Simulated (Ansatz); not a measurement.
## SiSO: complex band structure

Wanted: the relaxed cell of SiSO, its band edges and its decay constants. It is built by putting O for part of the S in the SiS2 structure of space group Ibam, with the volume rescaled by atomic radii. The parent structure comes from the Materials Project.

Main program and level: Ansatz 0.2.0; PBEsol DFT, plane waves, PAW files, in the first sound run; inputs show where later runs differ.

Report form: the programs' logs are mostly left out.

The structure was built from a prototype and need not be the compound's stable phase.

## 1. Set-up

The structure is orthorhombic, space group Ima2 (No. 46). The conventional cell has a = 5.169 Å, b = 5.356 Å, c = 9.148 Å, α = 90.00°, β = 90.00°, γ = 90.00°. Nearest to Si lie 2 S at 1.99 Å and 2 O at 1.99 Å. O has 2 Si at 1.99 Å nearest. Nearest to S lie 2 Si at 1.99 Å. It derives from SiS2. O for part of the S in the SiS2 structure of space group Ibam. Farther neighbours and most contacts between anions are not listed.

Coordinates:

```cif
data_structure
_symmetry_space_group_name_H-M 'Ima2'
_symmetry_Int_Tables_number 46
_cell_length_a 5.1687
_cell_length_b 5.3557
_cell_length_c 9.1484
_cell_angle_alpha 90.000
_cell_angle_beta 90.000
_cell_angle_gamma 90.000
_cell_volume 253.24
loop_
_atom_site_label
_atom_site_type_symbol
_atom_site_symmetry_multiplicity
_atom_site_Wyckoff_symbol
_atom_site_fract_x
_atom_site_fract_y
_atom_site_fract_z
_atom_site_occupancy
Si1 Si 4 a 0.00000 0.50000 0.75000 1
O1 O 4 b 0.25000 0.70144 0.86525 1
S1 S 4 b 0.75000 0.79856 0.13475 1
```

## 2. Cell and atoms at rest

The substituted atoms don't fit the parent's cell, so cell and atoms relax together. A small smearing keeps the run stable in case the gap closes on the way.

Contents of input.yaml:

```yaml
crystal:
  lattice:
    - [-2.6778309641, 4.5741836087, 2.5843645181]
    - [2.6778309641, -4.5741836087, 2.5843645181]
    - [2.6778309641, 4.5741836087, -2.5843645181]
  atoms:
    - { symbol: Si, position: [0.75, 0.75, 0.0] }
    - { symbol: Si, position: [0.25, 0.25, 0.0] }
    - { symbol: O, position: [0.88474514, 0.79856471, 0.68330985] }
    - { symbol: S, position: [0.11525486, 0.20143529, 0.31669015] }
    - { symbol: S, position: [0.61525486, 0.29856471, 0.91381957] }
    - { symbol: O, position: [0.38474514, 0.70143529, 0.08618043] }
kpoints:
  mp_grid: { grid: [6, 6, 6] }
scf:
  occupations: { method: gaussian, width: 0.03 }
hamiltonian:
  xc: pbesol
output:
  forces: true
  stress: true
relax:
  f_tol: 0.02
  max_steps: 60
  cell: {}
```

Run with:

```console
$ ansatz run input.yaml --threads 2 --pin off --max-ram 4096MiB --backend cpu --events-out ev --progress --plain --runs-dir out
```

Wall time 83 s (2 threads of Arm Neoverse V1, shared host); peak memory 0.45 GiB; 2.7 min of CPU time.

The steps of the relaxation:

```csv
step,energy less that of the first step (eV),largest force component (eV/Å),pressure (GPa),volume (Å³)
1,0.0000,6.4584,-3.31,126.62
2,-2.7373,2.9722,-7.59,126.10
3,-3.8055,1.2230,1.66,122.31
4,-3.8950,0.2728,-0.84,124.17
5,-3.9153,0.1282,-0.41,126.45
6,-3.9204,0.0723,-0.02,128.14
7,-3.9202,0.0149,0.06,129.70
8,-3.9199,0.0122,-0.04,129.97
9,-3.9200,0.0011,-0.01,129.89
10*,-3.9285,0.0011,0.07,129.89
11,-3.9271,0.0065,0.06,131.87
12,-3.9252,0.0038,0.02,133.38
13*,-3.9306,0.0041,0.05,133.38
14,-3.9292,0.0024,0.02,134.68
15,-3.9286,0.0010,0.01,135.08
16*,-3.9310,0.0012,0.01,135.08
```

Relaxation steps marked * repeat the geometry before them on a plane-wave basis chosen anew for their cell, so energy and pressure can jump there.

The run keeps the 4 symmetry operations that it works with, so distortions that break them were not tested.

```csv
"conventional cell, symmetrised",before,after,change
a (Å),5.169,5.025,-2.8 %
b (Å),5.356,5.616,+4.9 %
c (Å),9.148,9.573,+4.6 %
volume (Å³/atom),21.10,22.51,+6.7 %
```

The atoms that moved most (Å, as changes of fractional coordinates times the final cell):

```csv
atom,dx,dy,dz,length
O6,-0.447,0.168,0.000,0.478
O3,0.447,0.168,0.000,0.478
S5,-0.192,-0.085,0.000,0.210
S4,0.192,-0.085,0.000,0.210
Si2,0.000,-0.083,0.000,0.083
Si1,0.000,-0.083,0.000,0.083
```

Final coordinates:

```xyz
6
Lattice="-2.8078 4.7866 2.5126 2.8078 -4.7866 2.5126 2.8078 4.7866 -2.5126" Properties=species:S:1:pos:R:3 pbc="T T T"
Si    0.0000   -0.0828    3.7690
Si    0.0000   -0.0828    1.2563
O     2.1239    3.8514    2.5126
S     1.3228    1.0180    0.0000
S     1.4851    5.8046    0.0000
O     0.6839   -0.9352    2.5126
```

Numbers from this step:

```
free energy  : -4138.6384 eV
Fermi energy : 3.245 eV
pressure     : 0.01317 GPa
```

The largest force component on a free atom ends at 0.0012 eV/Å.

## 3. Band edges

The energy window and the wavevectors of the next steps follow from the band edges, so these are searched first, off the mesh as well.

Contents of input.yaml:

```yaml
crystal:
  lattice:
    - [-2.8078467716, 4.786572671, 2.5126366482]
    - [2.8078467716, -4.786572671, 2.5126366482]
    - [2.8078467716, 4.786572671, -2.5126366482]
  atoms:
    - { symbol: Si, position: [0.741347188, 0.75, -0.008652812] }
    - { symbol: Si, position: [0.241347188, 0.25, -0.008652812] }
    - { symbol: O, position: [0.9023144754, 0.8782120312, 0.7805265065] }
    - { symbol: S, position: [0.1063383366, 0.2355513119, 0.3418896485] }
    - { symbol: S, position: [0.6063383366, 0.2644486881, 0.8707870246] }
    - { symbol: O, position: [0.4023144754, 0.6217879688, 0.0241024442] }
kpoints:
  mp_grid: { grid: [6, 6, 6] }
  band_path: { path: [VBM, CBM], npoints: 30 }
scf:
  occupations: { method: fixed }
hamiltonian:
  xc: pbesol
output:
  eigenvalues: true
  write_potential: true
  write_density: true
  volumetric_format: npy
```

Run time: 16 s. Hardware: 2 threads; peak memory 0.41 GiB.

Numbers from this step:

* free energy: -4138.6387 eV
* Fermi energy: 1.310 eV
* gap on the k-mesh: 3.871 eV
* gap on path: 3.871 eV, by band count; negative where bands overlap
* direct gap on path: 4.013 eV
* edge places on path: 0, 1.802 1/A along the path

The electronic bands at the labelled points (eV, zero at the Fermi level (highest filled level under fixed occupations); v1 is the highest filled band, c1 the lowest empty one):

```csv
point,v4,v3,v2,v1,c1,c2,c3,c4
VBM,-1.94,-1.78,-1.59,0.00,4.33,4.60,4.76,6.17
halfway,-1.56,-1.56,-0.53,-0.53,4.81,4.81,5.96,5.96
CBM,-1.93,-1.36,-1.26,-0.14,3.87,4.86,4.92,4.96
```

The searched edges give 3.87 eV, as on the mesh.

## 4. Complex bands

This step: PBEsol DFT, plane waves, PAW files; complex bands by layer matching along the plane's normal (Ansatz 0.2.0).

The same crystal is laid in a cell whose first two vectors span the (001) plane (indices of the standard conventional cell, whose axes can be ordered otherwise than in the bulk input). At fixed energy and wavevector in the plane the solver finds all kz, real and complex. A few wavevectors are listed, (0, 0) and (0.5, 0) in units of the plane's reciprocal vectors; the slowest state needn't be among them.

Contents of input.yaml:

```yaml
crystal:
  lattice:
    - [5.615693543, 0.0, 0.0]
    - [0.0, 5.025273296, 0.0]
    - [2.807846772, 2.512636648, 4.786572671]
  atoms:
    - { symbol: Si, position: [0.991347188, 0.741347188, 0.017305624] }
    - { symbol: Si, position: [0.991347188, 0.241347188, 0.017305624] }
    - { symbol: O, position: [0.7805265066, 0.9023144754, 0.1953710493] }
    - { symbol: S, position: [0.3418896485, 0.1063383366, 0.7873233269] }
    - { symbol: S, position: [0.8707870246, 0.6063383366, 0.7873233268] }
    - { symbol: O, position: [0.0241024442, 0.4023144754, 0.1953710492] }
kpoints:
  mp_grid: { grid: [6, 6, 6] }
scf:
  occupations: { method: fixed }
hamiltonian:
  xc: pbesol
output:
  eigenvalues: true
  transmission:
    leads: [[0, 0]]
    kpoints: [[0.0, 0.0], [0.5, 0.0]]
    e_range: [-1.0, 4.87]
    de: 0.1
```

The job ended after 54 s (2 threads; peak memory 0.69 GiB).

Numbers from this step:

| Item | Value |
| --- | --- |
| free energy | -4138.6386 eV |
| level to which the leads are filled | 1.935 eV from the Fermi level |
| decay constant at the filling level, zone centre | 0.4101 Å⁻¹ |
| decay constant at the filling level, slowest listed point | 0.4101 Å⁻¹ |

K parallel (0, 0); values up to 1.5 1/Å, a degenerate pair printed once or twice; energies at which all values exceed this have no row. Im kz of the slowest decaying states against energy, zero at the highest filled level on the SCF mesh:

```csv
energy (eV),decay 1 (Å⁻¹),decay 2 (Å⁻¹),decay 3 (Å⁻¹),decay 4 (Å⁻¹)
-1.00,0.24,0.456,0.592,0.714
-0.70,0.322,0.598,0.625,0.713
-0.40,0.368,0.497,0.614,0.647
-0.10,0.398,0.661,0.682,0.704
0.00,0.0136,0.405,0.665,0.698
0.20,0.400,0.417,0.670,0.695
0.40,0.425,0.502,0.674,0.688
0.70,0.432,0.587,0.671,0.675
1.00,0.433,0.645,0.673,0.800
1.30,0.430,0.650,0.668,0.788
1.60,0.422,0.648,0.659,0.772
1.90,0.410,0.641,0.647,0.754
2.20,0.393,0.630,0.632,0.733
2.50,0.370,0.613,0.614,0.708
2.80,0.341,0.590,0.593,0.678
3.10,0.301,0.535,0.563,0.599
3.40,0.247,0.481,0.530,0.587
3.60,0.194,0.437,0.504,0.566
3.90,0.352,0.457,0.501,0.557
4.20,0.203,0.397,0.406,0.535
4.50,0.223,0.315,0.509,0.834
4.80,0.109,0.186,0.479,0.794
```

K parallel (0.5, 0); values up to 1.5 1/Å, a degenerate pair printed once or twice; energies at which all values exceed this have no row. Table of Im kz of the slowest decaying states by energy, zero at the highest filled level on the SCF mesh:

```csv
energy (eV),decay 1 (Å⁻¹),decay 2 (Å⁻¹),decay 3 (Å⁻¹),decay 4 (Å⁻¹)
-1.00,0.447,1.01,1.13,-
-0.80,0.476,0.998,1.08,-
-0.50,0.472,0.982,1.04,-
-0.30,0.341,0.422,0.969,1.03
-0.10,0.513,0.539,0.956,1.02
0.00,0.543,0.567,0.948,1.01
0.20,0.582,0.610,0.932,0.999
0.40,0.609,0.646,0.914,0.988
0.60,0.628,0.678,0.894,0.978
0.90,0.646,0.729,0.857,0.963
1.10,0.654,0.783,0.808,0.952
1.30,0.658,0.798,0.942,1.32
1.60,0.658,0.800,0.924,1.28
1.80,0.655,0.800,0.912,1.26
2.00,0.649,0.801,0.900,1.23
2.20,0.641,0.801,0.887,1.21
2.50,0.626,0.800,0.865,1.16
2.70,0.613,0.799,0.850,1.13
2.90,0.598,0.798,0.834,1.10
3.20,0.572,0.795,0.808,1.05
3.40,0.553,0.789,0.792,1.01
3.60,0.531,0.769,0.788,0.974
3.90,0.492,0.698,0.736,0.857
4.10,0.461,0.661,0.711,0.872
4.30,0.423,0.624,0.684,0.848
4.60,0.343,0.566,0.638,0.798
4.80,0.247,0.522,0.601,0.762
```

At the listed wavevectors the last open channel is at -0.10 eV and the next at +3.90 eV on the grid. At +1.90 eV, the grid energy nearest the filling level (the middle of the gap on the SCF mesh), the slowest state at the listed wavevectors decays with κ = 0.410 Å⁻¹, its amplitude falling by e over 2.4 Å. Through 1 nm of this crystal that state's transmission falls by exp(−2 × 0.410 Å⁻¹ × 10 Å) = 2.7e-4.

## 5. Decay over the two-dimensional zone

The listed points could miss the slowest state, so one energy near mid-gap is solved on a mesh of 8×8.

input.yaml: that of step 4 with these lines changed.

```diff
@@ -20,6 +20,2 @@
   eigenvalues: true
-  transmission:
-    leads: [[0, 0]]
-    kpoints: [[0.0, 0.0], [0.5, 0.0]]
-    e_range: [-1.0, 4.87]
-    de: 0.1
+  transmission: { leads: [[0, 0]], kmesh: [8, 8], e_range: [1.94, 1.95], de: 0.05 }
```

Wall time 47 s (2 threads); peak memory 0.73 GiB.

Numbers from this step:

```
least decay constant on the mesh : 0.4081 Å⁻¹
```

Slowest decay constant (1/Å; 0 where a channel is open) over k1 and k2. At 1.9400 eV from the Fermi level.

Values, 8 rows by 8 columns:
```
0.648 0.640 0.607 0.563 0.546 0.563 0.607 0.640
0.653 0.634 0.572 0.516 0.497 0.516 0.572 0.634
0.654 0.612 0.522 0.458 0.437 0.458 0.522 0.612
0.651 0.595 0.496 0.431 0.408 0.431 0.496 0.595
0.654 0.612 0.522 0.458 0.437 0.458 0.522 0.612
0.653 0.634 0.572 0.516 0.497 0.516 0.572 0.634
0.648 0.640 0.607 0.563 0.546 0.563 0.607 0.640
0.645 0.659 0.628 0.594 0.580 0.594 0.628 0.659
```
Columns: k1 (b1) from -0.5 to 0.375; rows upwards: k2 (b2) from -0.5 to 0.375.

The least value on the mesh is 0.408 Å⁻¹ at +1.94 eV. At that energy the listed points give about 0.408 Å⁻¹ by interpolation, so the mesh holds no clearly slower state.

## 6. The same cell, other settings

This step: PBEsol DFT, plane waves, PAW files; complex bands by layer matching along the plane's normal; changed: crystal.atoms[0].symbol = "SIx", scf.max_iter = 60 (Ansatz 0.2.0).

This run repeats an earlier one, its twin (the complex run, plane (001)), with two settings changed (starting moments or atoms, scf.max_iter; files written aside). The setting was drawn as a possible misstep, on purpose. Where the input is shown as a difference, that is against the step before, not the twin.

input.yaml: that of step 5 with these lines changed.

```diff
@@ -6,3 +6,3 @@
   atoms:
-    - { symbol: Si, position: [0.991347188, 0.741347188, 0.017305624] }
+    - { symbol: SIx, position: [0.991347188, 0.741347188, 0.017305624] }
     - { symbol: Si, position: [0.991347188, 0.241347188, 0.017305624] }
@@ -16,2 +16,3 @@
   occupations: { method: fixed }
+  max_iter: 60
 hamiltonian:
@@ -20,2 +21,6 @@
   eigenvalues: true
-  transmission: { leads: [[0, 0]], kmesh: [8, 8], e_range: [1.94, 1.95], de: 0.05 }
+  transmission:
+    leads: [[0, 0]]
+    kpoints: [[0.0, 0.0], [0.5, 0.0]]
+    e_range: [-1.0, 4.87]
+    de: 0.1
```

Run time: 0.02 s. Hardware: 2 threads; peak memory 0.02 GiB.

The program refused the input before any cycle.

The program's message: “Error: YAML parse error: error: line 7 column 17: `SIx` is not an element symbol (H … Og, case-exact)”

The change that led to it: crystal.atoms[0].symbol = "SIx".

## 7. The same cell, other settings

This step: PBEsol DFT, plane waves, PAW files; complex bands by layer matching along the plane's normal; changed: output.transmission.e_range = [-0.1, 0.1], output.transmission.de = 0.02 (Ansatz 0.2.0).

This run repeats an earlier one, its twin (the complex run, plane (001)), with two settings changed (output.transmission.e_range, output.transmission.de; files written aside). It is meant to test what the energy window and step decide. Where the input is shown as a difference, that is against the step before, not the twin.

input.yaml: that of step 6 with these lines changed.

```diff
@@ -6,3 +6,3 @@
   atoms:
-    - { symbol: SIx, position: [0.991347188, 0.741347188, 0.017305624] }
+    - { symbol: Si, position: [0.991347188, 0.741347188, 0.017305624] }
     - { symbol: Si, position: [0.991347188, 0.241347188, 0.017305624] }
@@ -16,3 +16,2 @@
   occupations: { method: fixed }
-  max_iter: 60
 hamiltonian:
@@ -24,3 +23,3 @@
     kpoints: [[0.0, 0.0], [0.5, 0.0]]
-    e_range: [-1.0, 4.87]
-    de: 0.1
+    e_range: [-0.1, 0.1]
+    de: 0.02
```

It took 16 s on 2 threads; peak memory 0.57 GiB; 31 s of CPU time.

K parallel (0, 0); values up to 1.5 1/Å, a degenerate pair printed once or twice; energies at which all values exceed this have no row. Im kz of the slowest decaying states against energy, zero at the highest filled level on the SCF mesh:

```csv
energy (eV),decay 1 (Å⁻¹),decay 2 (Å⁻¹),decay 3 (Å⁻¹),decay 4 (Å⁻¹)
-0.1000,0.398,0.661,0.682,0.704
-0.0800,0.399,0.662,0.685,0.703
-0.0600,0.401,0.663,0.688,0.703
-0.0400,0.402,0.664,0.692,0.702
-0.0200,0.404,0.664,0.695,0.702
0.0000,0.0136,0.405,0.665,0.698
0.0200,0.149,0.406,0.666,0.701
0.0400,0.205,0.408,0.666,0.700
0.0600,0.246,0.409,0.667,0.700
0.0800,0.279,0.410,0.667,0.699
0.1000,0.306,0.411,0.668,0.699
```

K parallel (0, 0). The Re kz of states that move upwards, channel 1 by energy, zero at the highest filled level on the SCF mesh:

```csv
energy (eV),"Re kz of states that move upwards, channel 1 (Å⁻¹)"
-0.1000,0.248
-0.0800,0.309
-0.0600,0.368
-0.0400,0.429
-0.0200,0.501
0.0000,-
0.0200,-
0.0400,-
0.0600,-
0.0800,-
0.1000,-
```

K parallel (0.5, 0); values up to 1.5 1/Å, a degenerate pair printed once or twice; energies at which all values exceed this have no row. Table of Im kz of the slowest decaying states by energy, zero at the highest filled level on the SCF mesh:

```csv
energy (eV),decay 1 (Å⁻¹),decay 2 (Å⁻¹),decay 3 (Å⁻¹),decay 4 (Å⁻¹)
-0.1000,0.513,0.539,0.956,1.02
-0.0800,0.520,0.545,0.954,1.01
-0.0600,0.526,0.551,0.953,1.01
-0.0400,0.532,0.557,0.951,1.01
-0.0200,0.537,0.562,0.950,1.01
0.0000,0.543,0.567,0.948,1.01
0.0200,0.547,0.572,0.947,1.01
0.0400,0.552,0.577,0.945,1.01
0.0600,0.556,0.581,0.943,1.01
0.0800,0.560,0.586,0.942,1.01
0.1000,0.564,0.590,0.940,1.00
```

## 8. Summary of results

```
band gap                                         : 3.87 eV
least decay constant at mid-gap, normal to (001) : 0.410 Å⁻¹
least decay constant on a mesh, normal to (001)  : 0.408 Å⁻¹
```

In words: With PBEsol, the slowest decay at the wavevectors tried is κ = 0.410 Å⁻¹, normal to (001). Through such a film the transmission near mid-gap falls as exp(−2κd), a factor of ten every 2.8 Å. A free electron under a barrier of half the gap would need a mass of 0.33 mₑ to decay at this rate. The compound is made up by substitution; its stability against other phases and against distortions of the cell's symmetry was not tested. A semilocal functional narrows gaps, so real decay constants are likely larger.

[Logs are printed without paths, hosts, clocks, repeated set-up lines and the standing remarks that a program may print on its own settings, such as how far it seeks lower states.]

[Hosts, paths, dates, database ids (printed as entryN), source tags and the programs' standing remarks are cut or masked in the printed files.]
